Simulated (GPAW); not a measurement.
The Pd L₃ edge of atom 1 in CuPd (Skaergaardite, Pm-3m), with 8 Cu at 2.59 Å and 6 Pd at 2.99 Å (cube and octahedron, as in bcc, site symmetry m-3m), was computed in 2 ways: excited-electron core hole (neutral cell) and no core hole. Program and functional: GPAW, LDA, Gaussian full width 2.25 eV up to 4 eV, rising linearly to 3.5 eV at 25 eV; cells of 2 and 16 atoms (the run without a hole in the smaller).

Each run is counted from its own lowest empty level or Fermi level and scaled to a mean of 1 over its first 20 eV.

```tsv
E (eV)	run 1	run 2
-2.0	0.01	0.03
-1.0	0.09	0.22
0.0	0.37	0.74
1.0	0.77	1.35
2.0	0.94	1.48
3.0	0.87	1.22
4.0	0.76	0.92
5.0	0.75	0.74
6.0	1.03	0.91
7.0	1.34	1.21
8.0	1.33	1.24
9.0	1.26	1.16
10.0	1.24	1.13
11.0	1.14	1.07
12.0	1.01	0.97
13.0	0.92	0.85
14.0	0.88	0.78
15.0	0.91	0.78
16.0	0.97	0.78
17.0	1.00	0.80
18.0	1.04	0.84
19.0	1.05	0.87
20.0	1.02	0.84
21.0	0.97	0.80
22.0	0.96	0.79
23.0	1.03	0.83
24.0	1.08	0.87
25.0	1.06	0.86
26.0	0.99	0.82
27.0	0.96	0.79
28.0	1.00	0.81
29.0	1.08	0.86
30.0	1.14	0.92
31.0	1.16	0.94
32.0	1.14	0.92
```

The database entry behind the starting cell differs from later determinations by our own check (about 0.35 % long), so it need not match the best structure at ambient conditions.

Which run is which?

Run 1: excited-electron core hole (neutral cell) (area from −2 to 6 eV 5.0, main maxima 2.0 eV (0.94), 7.4 eV (1.36), 18.8 eV (1.05) and 24.2 eV (1.09)). Run 2: no core hole (area from −2 to 6 eV 7.1, main maxima 1.8 eV (1.50), 7.6 eV (1.26), 19.0 eV (0.87) and 24.4 eV (0.87)). With each curve scaled to its own mean, the area from −2 to 6 eV with the hole is 5.0 against 7.1, and the centre of weight from −1 to 20 eV moves by +1.2 eV (first and strongest maxima below 20 eV: 1.8 eV (1.50), 7.6 eV (1.26) and 19.0 eV (0.87) without the hole, 2.0 eV (0.94), 7.4 eV (1.36) and 18.8 eV (1.05) with it): the near-edge weight falls against the higher-lying part.

[Banner, clock and machine lines of the logs are left out without a mark of their own.]

[Logs are printed without paths, hosts, clocks, repeated set-up lines and the standing remarks that a program may print on its own settings, such as how far it seeks lower states.]

[Hosts, paths, dates, database ids (printed as entryN), source tags and the programs' standing remarks are cut or masked in the printed files.]

[Lists of maxima count a maximum above −3 eV only where it reaches 4 % of the highest in the window and stands out from its surroundings by 2 % of it (1.5 % where it reaches 55 %); shoulders and weaker maxima are passed over, and of the rest the first, up to two pre-edge ones and the few strongest are named.]
